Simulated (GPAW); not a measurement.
**The basis that the transmission of a carbon nanotube (3, 3); one C replaced by Al needs**

How well does a carbon nanotube (3, 3); one C replaced by Al conduct at low bias, and how far do basis and functional move the answer?

Method: GPAW LCAO, PAW setups; Landauer transmission from Green's functions with principal layers (ASE), zero bias, in GPAW 26.7.0.

### Step 1. The starting structure

The cell holds 144 atoms: 143 C and 1 Al. Cell: a = 12.068 Å, b = 12.068 Å, c = 29.514 Å, α = 90.0°, β = 90.0°, γ = 90.0°. Regions: left lead, 60 atoms (60 C); channel, 24 atoms (23 C and 1 Al); right lead, 60 atoms (60 C). Vacuum lies along a and b. The structure is stacked along c, and the current runs across the ab planes.

### Step 2. GPAW, szp

The second zeta is dropped, the polarisation orbitals stay.

Input file run.py:

```python
import json
import numpy as np
from ase import Atoms
from ase.transport.calculators import TransportCalculator
from gpaw import GPAW, FermiDirac
from gpaw.lcao.tools import get_lcao_hamiltonian
from scipy.linalg import eigh

# The junction with lead layers at both ends, along the third cell vector
device = Atoms(
    ['C', 'C', 'C', 'C', 'C', 'C', 'C', 'C', 'C', 'C', 'C', 'C', 'C', 'C', 'C', 'C', 'C', 'C', 'C', 'C', 'C', 'C', 'C', 'C', 'C', 'C', 'C', 'C', 'C', 'C', 'C', 'C', 'C', 'C', 'C', 'C', 'C', 'C', 'C', 'C', 'C', 'C', 'C', 'C', 'C', 'C', 'C', 'C', 'C', 'C', 'C', 'C', 'C', 'C', 'C', 'C', 'C', 'C', 'C', 'C', 'C', 'C', 'C', 'C', 'C', 'C', 'Al', 'C', 'C', 'C', 'C', 'C', 'C', 'C', 'C', 'C', 'C', 'C', 'C', 'C', 'C', 'C', 'C', 'C', 'C', 'C', 'C', 'C', 'C', 'C', 'C', 'C', 'C', 'C', 'C', 'C', 'C', 'C', 'C', 'C', 'C', 'C', 'C', 'C', 'C', 'C', 'C', 'C', 'C', 'C', 'C', 'C', 'C', 'C', 'C', 'C', 'C', 'C', 'C', 'C', 'C', 'C', 'C', 'C', 'C', 'C', 'C', 'C', 'C', 'C', 'C', 'C', 'C', 'C', 'C', 'C', 'C', 'C', 'C', 'C', 'C', 'C', 'C', 'C'],
    positions=[
        [4.12267, 6.72967, 0.61488],
        [5.01700, 7.79550, 0.61488],
        [5.01700, 4.27250, 0.61488],
        [6.38720, 4.03090, 0.61488],
        [7.59213, 7.34143, 0.61488],
        [8.06800, 6.03400, 0.61488],
        [4.00000, 6.03400, 1.84463],
        [4.47587, 4.72657, 1.84463],
        [5.68080, 8.03710, 1.84463],
        [7.05100, 7.79550, 1.84463],
        [7.05100, 4.27250, 1.84463],
        [7.94534, 5.33833, 1.84463],
        [4.12267, 6.72967, 3.07439],
        [5.01700, 7.79550, 3.07439],
        [5.01700, 4.27250, 3.07439],
        [6.38720, 4.03090, 3.07439],
        [7.59213, 7.34143, 3.07439],
        [8.06800, 6.03400, 3.07439],
        [4.00000, 6.03400, 4.30415],
        [4.47587, 4.72657, 4.30415],
        [5.68080, 8.03710, 4.30415],
        [7.05100, 7.79550, 4.30415],
        [7.05100, 4.27250, 4.30415],
        [7.94534, 5.33833, 4.30415],
        [4.12267, 6.72967, 5.53390],
        [5.01700, 7.79550, 5.53390],
        [5.01700, 4.27250, 5.53390],
        [6.38720, 4.03090, 5.53390],
        [7.59213, 7.34143, 5.53390],
        [8.06800, 6.03400, 5.53390],
[... 108 atom lines left out ...]
        [4.00000, 6.03400, 28.89927],
        [4.47587, 4.72657, 28.89927],
        [5.68080, 8.03710, 28.89927],
        [7.05100, 7.79550, 28.89927],
        [7.05100, 4.27250, 28.89927],
        [7.94534, 5.33833, 28.89927]],
    cell=[[12.068, 0.0, 0.0], [0.0, 12.068, 0.0], [0.0, 0.0, 29.51415]],
    pbc=True)

# One principal layer of the lead: the first 36 atoms of the device
lead = Atoms(
    ['C', 'C', 'C', 'C', 'C', 'C', 'C', 'C', 'C', 'C', 'C', 'C', 'C', 'C', 'C', 'C', 'C', 'C', 'C', 'C', 'C', 'C', 'C', 'C', 'C', 'C', 'C', 'C', 'C', 'C', 'C', 'C', 'C', 'C', 'C', 'C'],
    positions=[
        [4.12267, 6.72967, 0.61488],
        [5.01700, 7.79550, 0.61488],
        [5.01700, 4.27250, 0.61488],
        [6.38720, 4.03090, 0.61488],
        [7.59213, 7.34143, 0.61488],
        [8.06800, 6.03400, 0.61488],
        [4.00000, 6.03400, 1.84463],
        [4.47587, 4.72657, 1.84463],
        [5.68080, 8.03710, 1.84463],
        [7.05100, 7.79550, 1.84463],
        [7.05100, 4.27250, 1.84463],
        [7.94534, 5.33833, 1.84463],
        [4.12267, 6.72967, 3.07439],
        [5.01700, 7.79550, 3.07439],
        [5.01700, 4.27250, 3.07439],
        [6.38720, 4.03090, 3.07439],
        [7.59213, 7.34143, 3.07439],
        [8.06800, 6.03400, 3.07439],
        [4.00000, 6.03400, 4.30415],
        [4.47587, 4.72657, 4.30415],
        [5.68080, 8.03710, 4.30415],
        [7.05100, 7.79550, 4.30415],
        [7.05100, 4.27250, 4.30415],
        [7.94534, 5.33833, 4.30415],
        [4.12267, 6.72967, 5.53390],
        [5.01700, 7.79550, 5.53390],
        [5.01700, 4.27250, 5.53390],
        [6.38720, 4.03090, 5.53390],
        [7.59213, 7.34143, 5.53390],
        [8.06800, 6.03400, 5.53390],
        [4.00000, 6.03400, 6.76366],
        [4.47587, 4.72657, 6.76366],
        [5.68080, 8.03710, 6.76366],
        [7.05100, 7.79550, 6.76366],
        [7.05100, 4.27250, 6.76366],
        [7.94534, 5.33833, 6.76366]],
    cell=[[12.068, 0.0, 0.0], [0.0, 12.068, 0.0], [0.0, 0.0, 7.37854]],
    pbc=True)

settings = dict(mode='lcao', basis='szp(dzp)', xc='PBE', h=0.2,
                occupations=FermiDirac(0.1), maxiter=250,
                mixer=dict(beta=0.1, nmaxold=8, weight=100.0),
                convergence=dict(density=0.0001))
energies = np.arange(-2, 2 + 1e-9, 0.05)
eta = 0.0001
n1, n2 = 1, 1
# k and -k transmit alike, so half of the mesh across the current serves
mesh = [(i, j) for i in range(n1) for j in range(n2) if (i, j) <= (-i % n1, -j % n2)]
weights = np.array([1 if (i, j) == (-i % n1, -j % n2) else 2 for i, j in mesh]) / (n1 * n2)

# [... helper functions left out ...]
fermi_lead = ground_state(lead, (1, 1, 15), 'lead.txt')
fermi_device = ground_state(device, (1, 1, 3), 'device.txt')
# [... loop over the mesh left out, but for ...]
        # Shift the lead onto the potential of the device's first layer
        shift = ((H[:, 0, 0] - H0[:, 0, 0]) / S0[0, 0]).real.mean()
# [...]
kT = 8.617333e-5 * 200
bias = [0.1, 0.2, 0.5, 1.0, 1.5, 2.0]
# [... integrals and printing left out ...]
```

The run is started by

```
OMP_NUM_THREADS=1 OPENBLAS_NUM_THREADS=1 python run.py
```

What it wrote:

```text
basis functions: device 1296, principal layer 324
Fermi level: lead -2.5809 eV, device -2.5854 eV; lead shifted by 0.0037 eV
largest coupling past the next layer 5.16e-15 eV, largest misfit of the first layer 0.033 eV
  E-E_F (eV)   T (one spin)  [channel counts left out]
    -2.000    9.8529e-01
    -1.950    9.6842e-01
    -1.900    9.3523e-01
    -1.850    8.6793e-01
    -1.800    7.2544e-01
    -1.750    4.3493e-01
    -1.700    6.1877e-02
    -1.650    7.0069e-02
    -1.600    3.5506e-01
    -1.550    5.7519e-01
    -1.500    7.0693e-01
    -1.450    7.8698e-01
    -1.400    8.3890e-01
    -1.350    8.7506e-01
    -1.300    9.0222e-01
    -1.250    9.2506e-01
[...]
1.650    3.8560e+00
     1.700    3.8678e+00
     1.750    3.8840e+00
     1.800    3.8989e+00
     1.850    3.9135e+00
     1.900    3.9274e+00
     1.950    3.9407e+00
     2.000    3.9533e+00
conductance at 200 K: 1.7042 G0 a cell; thermopower -1.321 uV/K
current from the zero-bias T(E) at 0.1 V: 13.161 uA
current from the zero-bias T(E) at 0.2 V: 26.214 uA
current from the zero-bias T(E) at 0.5 V: 65.047 uA
current from the zero-bias T(E) at 1.0 V: 128.12 uA
current from the zero-bias T(E) at 1.5 V: 188.61 uA
current from the zero-bias T(E) at 2.0 V: 273.32 uA
```

Wall time 17 min (1 thread of Arm Neoverse V2, shared host); peak memory 2.4 GiB.

This step gave:

```yaml
conductance: 1.704 G₀
largest_coupling_past_the_next_principal_layer: 5.16e-15 eV
largest_misfit_of_the_first_principal_layer: 0.03338 eV
shift_that_aligns_the_lead: 0.003696 eV
basis_functions_of_the_junction: 1296
basis_functions_of_a_principal_layer: 324
transmission_at_the_fermi_level_one_spin: 1.721
```

One spin. The transmission, zone mean by energy, zero at the Fermi level:

```csv
energy (eV),"transmission, zone mean"
-2.00,0.985
-1.85,0.868
-1.70,0.0619
-1.60,0.355
-1.45,0.787
-1.30,0.902
-1.15,0.962
-1.05,0.987
-0.90,1.04
-0.75,1.13
-0.60,1.25
-0.50,1.34
-0.35,1.46
-0.20,1.57
-0.05,1.66
0.00,1.72
0.05,1.71
0.20,1.77
0.35,1.81
0.50,1.85
0.60,1.88
0.75,1.93
0.90,3.86
1.05,4.62
1.15,4.84
1.30,4.61
1.45,3.93
1.60,3.85
1.70,3.87
1.85,3.91
2.00,3.95
```

Not self-consistent under bias; the bias window is split evenly. The current through one cell, from the zero-bias transmission by bias:

```csv
bias (V),"current through one cell, from the zero-bias transmission (μA)"
0.100,13.2
0.200,26.2
0.500,65.0
1.000,128
1.500,189
2.000,273
```

Transmission of the three most open eigenchannels against energy, zero at the Fermi level:

```csv
energy (eV),channel 1,channel 2,channel 3
-2.000,0.985,9.0e-11,3.8e-11
-1.800,0.725,6.3e-12,0
-1.600,0.355,2.2e-12,0
-1.400,0.839,0,0
-1.200,0.948,2.2e-4,0
-1.000,0.981,0.0204,0
-0.800,0.991,0.106,0
-0.600,0.996,0.255,0
-0.400,0.998,0.421,0
-0.200,0.998,0.570,0
0.000,0.998,0.723,0
0.200,0.998,0.769,0
0.400,0.998,0.829,0
0.600,0.998,0.881,2.5e-11
0.800,0.998,0.971,0.0525
1.000,0.997,0.977,0.891
1.200,0.994,0.969,0.940
1.400,0.987,0.964,0.959
1.600,0.991,0.972,0.968
1.800,0.994,0.976,0.971
2.000,0.996,0.981,0.970
```

Couplings past the next layer reach 5.2e-15 eV, small enough to drop; the matrix elements of the cell's first layer differ from the bulk lead's by up to 0.033 eV. That layer keeps its own values in the calculation, and only beyond it is the lead taken as perfect.

### Step 3. GPAW, sz, basis sz(dzp)

The minimal basis is the cheapest rung: no second zeta and no polarisation.

run.py: that of step 2 with these lines changed.

```diff
@@ -95,3 +95,3 @@
 
-settings = dict(mode='lcao', basis='szp(dzp)', xc='PBE', h=0.2,
+settings = dict(mode='lcao', basis='sz(dzp)', xc='PBE', h=0.2,
                 occupations=FermiDirac(0.1), maxiter=250,
```

What it wrote:

```text
basis functions: device 576, principal layer 144
Fermi level: lead -3.6555 eV, device -3.6434 eV; lead shifted by 0.0036 eV
largest coupling past the next layer 3.36e-15 eV, largest misfit of the first layer 0.023 eV
  E-E_F (eV)   T (one spin)  [channel counts left out]
    -2.000    9.6344e-01
    -1.950    9.4201e-01
    -1.900    9.0576e-01
    -1.850    8.4242e-01
    -1.800    7.2778e-01
    -1.750    5.2126e-01
    -1.700    2.1126e-01
    -1.650    1.7603e-03
    -1.600    1.3541e-01
    -1.550    3.9405e-01
    -1.500    5.9040e-01
    -1.450    7.1668e-01
    -1.400    7.9910e-01
    -1.350    8.5768e-01
    -1.300    9.1110e-01
    -1.250    9.3539e-01
[...]
1.650    3.7184e+00
     1.700    3.7572e+00
     1.750    3.7914e+00
     1.800    3.8219e+00
     1.850    3.8492e+00
     1.900    3.8740e+00
     1.950    3.8970e+00
     2.000    3.8966e+00
conductance at 200 K: 1.6871 G0 a cell; thermopower -1.276 uV/K
current from the zero-bias T(E) at 0.1 V: 13.03 uA
current from the zero-bias T(E) at 0.2 V: 25.955 uA
current from the zero-bias T(E) at 0.5 V: 64.424 uA
current from the zero-bias T(E) at 1.0 V: 126.97 uA
current from the zero-bias T(E) at 1.5 V: 186.78 uA
current from the zero-bias T(E) at 2.0 V: 244.21 uA
```

It took 3 min on 1 thread; peak memory 1.8 GiB.

Numbers from this step:

- conductance: 1.687 G₀
- largest coupling past the next principal layer: 3.36e-15 eV
- largest misfit of the first principal layer: 0.02291 eV
- shift that aligns the lead: 0.003566 eV
- basis functions of the junction: 576
- basis functions of a principal layer: 144
- transmission at the Fermi level (one spin): 1.703

One spin. Table of transmission, zone mean by energy, zero at the Fermi level:

```csv
energy (eV),"transmission, zone mean"
-2.000,0.963
-1.800,0.728
-1.600,0.135
-1.400,0.799
-1.200,0.952
-1.000,1.01
-0.800,1.11
-0.600,1.26
-0.400,1.42
-0.200,1.56
0.000,1.70
0.200,1.75
0.400,1.80
0.600,1.84
0.800,1.88
1.000,1.92
1.200,1.68
1.400,3.66
1.600,3.67
1.800,3.82
2.000,3.90
```

Not self-consistent under bias; the bias window is split evenly. The current through one cell, from the zero-bias transmission by bias:

```csv
bias (V),"current through one cell, from the zero-bias transmission (μA)"
0.100,13.0
0.200,26.0
0.500,64.4
1.000,127
1.500,187
2.000,244
```

The transmission of the three most open eigenchannels by energy, zero at the Fermi level:

```csv
energy (eV),channel 1,channel 2,channel 3
-2.000,0.963,4.8e-11,1.9e-11
-1.800,0.728,2.4e-12,0
-1.600,0.135,3.5e-12,0
-1.400,0.799,0,0
-1.200,0.951,0.00140,0
-1.000,0.980,0.0305,0
-0.800,0.990,0.123,0
-0.600,0.994,0.266,0
-0.400,0.996,0.421,0
-0.200,0.998,0.561,0
0.000,0.996,0.707,0
0.200,0.998,0.749,0
0.400,0.998,0.803,0
0.600,0.998,0.843,0
0.800,0.998,0.879,0
1.000,0.997,0.923,3.3e-11
1.200,0.997,0.293,0.285
1.400,0.962,0.914,0.870
1.600,0.983,0.951,0.947
1.800,0.984,0.973,0.967
2.000,0.989,0.984,0.970
```

For the transmission at the Fermi level (one spin), step 2 gave 1.72; this run, with basis sz(dzp), gives 1.70.

### Step 4. revPBE in the szp basis: xc = "revPBE"

Back in the szp basis, the functional changes from PBE to revPBE, to set the spread between functionals beside that between bases.

run.py: that of step 3 with these lines changed.

```diff
@@ -95,3 +95,3 @@
 
-settings = dict(mode='lcao', basis='sz(dzp)', xc='PBE', h=0.2,
+settings = dict(mode='lcao', basis='szp(dzp)', xc='revPBE', h=0.2,
                 occupations=FermiDirac(0.1), maxiter=250,
```

What it wrote:

```text
basis functions: device 1296, principal layer 324
Fermi level: lead -2.4942 eV, device -2.4986 eV; lead shifted by 0.0036 eV
largest coupling past the next layer 3.14e-15 eV, largest misfit of the first layer 0.034 eV
  E-E_F (eV)   T (one spin)  [channel counts left out]
    -2.000    9.8155e-01
    -1.950    9.6112e-01
    -1.900    9.2093e-01
[...]
1.950    3.9345e+00
     2.000    3.9469e+00
conductance at 200 K: 1.703 G0 a cell; thermopower -1.321 uV/K
current from the zero-bias T(E) at 0.1 V: 13.153 uA
current from the zero-bias T(E) at 0.2 V: 26.197 uA
current from the zero-bias T(E) at 0.5 V: 65.009 uA
current from the zero-bias T(E) at 1.0 V: 128.08 uA
current from the zero-bias T(E) at 1.5 V: 188.67 uA
current from the zero-bias T(E) at 2.0 V: 274.69 uA
```

Run time: 17 min. Hardware: 1 thread; peak memory 2.4 GiB.

Numbers from this step:

```yaml
conductance: 1.703 G₀
largest_coupling_past_the_next_principal_layer: 3.14e-15 eV
largest_misfit_of_the_first_principal_layer: 0.03408 eV
shift_that_aligns_the_lead: 0.003557 eV
basis_functions_of_the_junction: 1296
basis_functions_of_a_principal_layer: 324
transmission_at_the_fermi_level_one_spin: 1.719
```

The conductance equals that of the szp run to 0.2 %.

### Step 5. All levels side by side

Times are for 1 thread of Arm Neoverse V2, shared host. The runs compared:

```csv
no.,run,conductance (G₀),time,memory (GiB)
1,szp,1.704,17 min,2.4
2,sz,1.687,3 min,1.8
3,szp revPBE,1.703,17 min,2.4
```

### Step 6. Comparison

The curves are compared point by point over the common energies.

This step: comparison of transmission and cost over codes and levels (GPAW 26.7.0).

Ladder, by row:

```csv
step,code,T at the Fermi level (sum over the listed spins),conductance (G0),r.m.s. T(E) from the first,wall time (s),peak memory (GiB),threads
szp,GPAW,1.721,1.704,0,1002,2.4,1
sz,GPAW,1.703,1.687,0.8122,180.2,1.76,1
szp-revPBE,GPAW,1.719,1.703,0.07804,999.1,2.4,1
```

The transmission, zone mean, sum over the listed spins by energy, zero at the Fermi level:

```csv
energy (eV),szp,sz,szp-revPBE
-2.00,0.985,0.963,0.982
-1.90,0.935,0.906,0.921
-1.80,0.725,0.728,0.665
-1.70,0.0619,0.211,0.0134
-1.55,0.575,0.394,0.610
-1.45,0.787,0.717,0.799
-1.35,0.875,0.858,0.880
-1.25,0.925,0.935,0.928
-1.15,0.962,0.966,0.963
-1.05,0.987,0.994,0.988
-0.90,1.04,1.05,1.04
-0.80,1.10,1.11,1.10
-0.70,1.17,1.18,1.17
-0.60,1.25,1.26,1.25
-0.50,1.34,1.34,1.34
-0.40,1.42,1.42,1.42
-0.25,1.53,1.53,1.53
-0.15,1.60,1.59,1.60
-0.05,1.66,1.65,1.66
0.00,1.72,1.70,1.72
0.05,1.71,1.69,1.71
0.15,1.75,1.73,1.75
0.25,1.78,1.76,1.78
0.40,1.83,1.80,1.83
0.50,1.85,1.82,1.85
0.60,1.88,1.84,1.88
0.70,1.91,1.86,1.91
0.80,2.08,1.88,2.28
0.90,3.86,1.90,3.90
1.05,4.62,1.94,4.63
1.15,4.84,1.96,4.85
1.25,4.45,2.57,4.42
1.30,4.61,3.16,4.61
1.35,4.42,3.73,4.48
1.45,3.93,3.56,3.96
1.55,3.84,3.63,3.85
1.70,3.87,3.76,3.86
1.80,3.90,3.82,3.89
1.90,3.93,3.87,3.92
2.00,3.95,3.90,3.95
```

### Step 7. Functional RPBE, grid spacing 0.22, smearing 0.3

The functional moves levels against the Fermi level. The real-space grid carries density and potential; a coarse one breaks translation symmetry along the lead and scatters electrons that should pass. Smearing helps the SCF of a metal converge, but it blurs occupations at band edges near the Fermi level.

This step: GPAW LCAO, PAW setups; Landauer transmission from Green's functions with principal layers (ASE), zero bias (GPAW 26.7.0).

run.py: that of step 4 with these lines changed.

```diff
@@ -95,4 +95,4 @@
 
-settings = dict(mode='lcao', basis='szp(dzp)', xc='revPBE', h=0.2,
-                occupations=FermiDirac(0.1), maxiter=250,
+settings = dict(mode='lcao', basis='szp(dzp)', xc='RPBE', h=0.22,
+                occupations=FermiDirac(0.3), maxiter=250,
                 mixer=dict(beta=0.1, nmaxold=8, weight=100.0),
```

What it wrote:

```text
basis functions: device 1296, principal layer 324
Fermi level: lead -2.5245 eV, device -2.5126 eV; lead shifted by 0.0012 eV
largest coupling past the next layer 3.57e-15 eV, largest misfit of the first layer 0.020 eV
  E-E_F (eV)   T (one spin)  [channel counts left out]
    -2.000    9.9020e-01
    -1.950    9.7789e-01
    -1.900    9.5299e-01
    -1.850    9.0185e-01
    -1.800    7.9160e-01
    -1.750    5.5071e-01
    -1.700    1.5195e-01
    -1.650    2.2593e-02
    -1.600    2.9731e-01
    -1.550    5.4467e-01
    -1.500    6.9165e-01
    -1.450    7.7856e-01
    -1.400    8.3349e-01
    -1.350    8.7083e-01
    -1.300    8.9808e-01
    -1.250    9.1956e-01
[...]
1.650    3.8689e+00
     1.700    3.8761e+00
     1.750    3.8618e+00
     1.800    3.9038e+00
     1.850    3.9165e+00
     1.900    3.9295e+00
     1.950    3.9420e+00
     2.000    3.9539e+00
conductance at 200 K: 1.6707 G0 a cell; thermopower -1.356 uV/K
current from the zero-bias T(E) at 0.1 V: 12.942 uA
current from the zero-bias T(E) at 0.2 V: 25.869 uA
current from the zero-bias T(E) at 0.5 V: 64.437 uA
current from the zero-bias T(E) at 1.0 V: 127.29 uA
current from the zero-bias T(E) at 1.5 V: 187.45 uA
current from the zero-bias T(E) at 2.0 V: 265.2 uA
```

It took 16 min on 1 thread; peak memory 2.1 GiB.

The run finished with changed settings (xc = "RPBE", h = 0.22 and width = 0.3); it serves as a test.

The two runs compared:

```csv
quantity,this run,sound run,difference
conductance (G₀),1.6707,1.7042,-0.0335
largest coupling past the next principal layer (eV),3.568e-15,5.163e-15,-1.6e-15
largest misfit of the first principal layer (eV),0.020469,0.033381,-0.0129
shift that aligns the lead (eV),0.0011652,0.0036956,-0.00253
transmission at the Fermi level (one spin),1.6710,1.7205,-0.0495
```

### Step 8. Outcome

```yaml
conductance: 1.70 G₀
transmission_at_the_fermi_level_mean_of_the_spins: 1.72
thermopower: about 0 (under 1.5 μV/K)
```

**Reading.** In the szp basis the junction conducts 1.70 G₀ at 200 K, with T = 1.72 a spin at the Fermi level; the sz basis reaches that conductance within 10 %. At the Fermi level two eigenchannels carry the current (1.00 and 0.72). Measured against the first run (szp), the nearest curve is that of szp-revPBE (r.m.s. 0.078) and the farthest that of sz (0.81). Over the compared runs wall time goes from 180 s (sz) to 1002 s (szp), on a shared host. The geometry was built from estimated bond lengths and not relaxed, so the numbers describe this model structure. The run had no spin polarisation, so a magnetic state, which chains and small molecules with open shells often have, wasn't tested. The currents use the zero-bias T(E) throughout, which holds only while the bias is small against the distance to the nearest feature. The energy step is wider than the thermal energy, so the conductance and thermopower rest on interpolation of T(E).

[Logs are printed without paths, hosts, clocks, repeated set-up lines and the standing remarks that a program may print on its own settings, such as how far it seeks lower states.]

[Hosts, paths, dates, database ids (printed as entryN), source tags and the programs' standing remarks are cut or masked in the printed files.]
